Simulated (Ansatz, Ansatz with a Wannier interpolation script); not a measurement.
Rows from a G0W0 calculation on K3GaF6 (Fm-3m) (Ansatz 0.2.0; G0W0 on LDA, plane waves, PAW; 4×4×4 mesh, 611 empty bands, screening to 140 eV), in eV. Spin-orbit coupling is left out.

```csv
row,Σx,Σc,Vxc,Z
A,-30.93,5.65,-23.04,0.79
B,-31.78,5.62,-23.98,0.79
C,-6.79,-3.15,-11.71,0.89
D,-31.10,5.43,-23.53,0.79
E,-32.71,5.23,-25.37,0.80
F,-4.40,-3.32,-10.00,0.89
```

Question: Which rows are filled states and which are empty ones, and how can one tell?

Filled: A, B, D and E. Empty: C and F. The sign of Σc tells: for a filled state bare exchange, which holds its interaction with itself, lies below Vxc (Σx − Vxc is -7.3 eV or lower here) and screening gives part back as a positive Σc. For an empty state Σx lies above Vxc (+4.9 eV or more) and the Coulomb hole leaves Σc negative.

[Paths, hosts, dates, memory and timing lines, banners, echoed tables and standing remarks are left out of the program output.]

[Logs are printed without paths, hosts, clocks, repeated set-up lines and the standing remarks that a program may print on its own settings, such as how far it seeks lower states.]

[Runs of the session that timed out or met a known fault of the program may be left out.]

[Hosts, paths, dates, database ids (printed as entryN), source tags and the programs' standing remarks are cut or masked in the printed files.]
